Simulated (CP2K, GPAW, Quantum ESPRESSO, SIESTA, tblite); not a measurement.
**A faulty Quantum ESPRESSO run on amorphous carbon (160 atoms)**

Program: Quantum ESPRESSO 7.5, a calculation on a cell of 160 C, 6.10 Å³ an atom.

Contents of pw.in:

```
&control
  calculation = 'scf'
  pseudo_dir = './pseudo'
  outdir = './tmp'
  disk_io = 'none'
  tprnfor = .true.
  tstress = .true.
/
&system
  ibrav = 0
  nat = 160
  ntyp = 1
  ecutwfc = 45
  ecutrho = 360
  nosym = .true.
  occupations = 'smearing'
  smearing = 'fd'
  degauss = 0.003675
/
&electrons
  conv_thr = 8.0e-07
  electron_maxstep = 50
  mixing_beta = 1.0
  mixing_mode = 'plain'
  diagonalization = 'david'
/
ATOMIC_SPECIES
C 12.011 C.upf
CELL_PARAMETERS angstrom
9.92200 0.00000 0.00000
0.00000 9.92200 0.00000
0.00000 0.00000 9.92200
ATOMIC_POSITIONS crystal
C 0.70898 0.25724 0.82340
C 0.81759 0.02977 0.67082
C 0.51998 0.88749 0.13727
C 0.42169 0.91638 0.72285
C 0.15680 0.05738 0.72706
C 0.78128 0.56037 0.47899
C 0.42222 0.53393 0.69519
C 0.26096 0.44944 0.84200
C 0.29541 0.27867 0.69106
C 0.13188 0.81175 0.02518
[... 146 atom lines left out ...]
C 0.28672 0.29994 0.06292
C 0.46725 0.16579 0.05583
C 0.06362 0.24722 0.94582
C 0.97954 0.83940 0.67389
K_POINTS gamma
```

Launch:

```console
$ OMP_NUM_THREADS=1 mpirun -np 4 pw.x -in pw.in > output.txt
```

What it wrote:

```text
Program PWSCF
     gamma-point specific algorithms are used
     one sub-group per band group will be used
     scalapack distributed-memory algorithm (size of sub-group:  2*  2 procs)
     Parallelization info
     sticks:   dense  smooth     PW     G-vecs:    dense   smooth      PW
     Min        2518    1260    314               189982    67228    8350
     Max        2522    1261    315               189983    67229    8351
     Sum       10081    5041   1257               759929   268913   33401
     bravais-lattice index     =            0
     lattice parameter (alat)  =      18.7499  a.u.
     unit-cell volume          =    6591.6520 (a.u.)^3
     number of atoms/cell      =          160
     number of atomic types    =            1
     number of electrons       =       640.00
     number of Kohn-Sham states=          384
     kinetic-energy cutoff     =      45.0000  Ry
     charge density cutoff     =     360.0000  Ry
     scf convergence threshold =      8.0E-07
     mixing beta               =       1.0000
     number of iterations used =            8  plain     mixing
     Exchange-correlation= SLA  PW   PBX  PBC
                           (   1   4   3   4   0   0   0)
     crystal axes: (cart. coord. in units of alat)
               a(1) = (   1.000000   0.000000   0.000000 )
               a(2) = (   0.000000   1.000000   0.000000 )
               a(3) = (   0.000000   0.000000   1.000000 )
     reciprocal axes: (cart. coord. in units 2 pi/alat)
               b(1) = (  1.000000  0.000000  0.000000 )
               b(2) = (  0.000000  1.000000  0.000000 )
               b(3) = (  0.000000  0.000000  1.000000 )
     PseudoPot. # 1 for C :
     Pseudo is Projector augmented-wave + core cor, Zval =  4.0
     atomic species   valence    mass     pseudopotential
     C                 4.00    12.01100     C ( 1.00)
     No symmetry found
   Cartesian axes
     number of k points=     1  Fermi-Dirac smearing, width (Ry)=  0.0037
                       cart. coord. in units 2pi/alat
        k(    1) = (   0.0000000   0.0000000   0.0000000), wk =   2.0000000
     Dense  grid:   379965 G-vectors     FFT dimensions: ( 120, 120, 120)
     Smooth grid:   134457 G-vectors     FFT dimensions: (  81,  81,  81)
     Check: negative core charge=   -0.000013
     Initial potential from superposition of free atoms
     starting charge     639.9933, renormalised to     640.0000
     Starting wfcs are  640 randomized atomic wfcs
     Self-consistent Calculation
     iteration #  1     ecut=    45.00 Ry     beta= 1.00
     total energy              =   -2933.68124556 Ry
     estimated scf accuracy    <      15.79042903 Ry
     iteration #  2     ecut=    45.00 Ry     beta= 1.00
     total energy              =   -2919.35829473 Ry
     estimated scf accuracy    <      49.91541716 Ry
     iteration #  3     ecut=    45.00 Ry     beta= 1.00
     total energy              =   -2913.50118139 Ry
     estimated scf accuracy    <     276.04103152 Ry
[...]
iteration # 49     ecut=    45.00 Ry     beta= 1.00
     total energy              =   -2937.17053384 Ry
     estimated scf accuracy    <       0.00601406 Ry
     iteration # 50     ecut=    45.00 Ry     beta= 1.00
     total energy              =   -2937.17076289 Ry
     estimated scf accuracy    <       0.00155575 Ry
     End of self-consistent calculation
     convergence NOT achieved after  50 iterations: stopping
     Message from routine punch:
     Nothing written, as per user request (disk_io='none')
```

The job ended after 8.3 min (4 MPI ranks of Arm Neoverse V1, shared host; peak memory 2 GiB).

Banners, paths, timers and routine set-up lines are dropped from the logs unmarked, and long logs keep their key lines alone; longer cuts are marked.

Q: Name the fault.

Mixing far too strong: mixing weight 1.0 and mixer plain. The sound run has mixing weight 0.2.

The run ended unconverged.

[Also dropped from logs without a mark: logging warnings of Python, and SIESTA's first energy breakdown and zero terms.]

[Logs are printed without paths, hosts, clocks, repeated set-up lines and the standing remarks that a program may print on its own settings, such as how far it seeks lower states.]

[Hosts, paths, dates, database ids (printed as entryN), source tags and the programs' standing remarks are cut or masked in the printed files.]
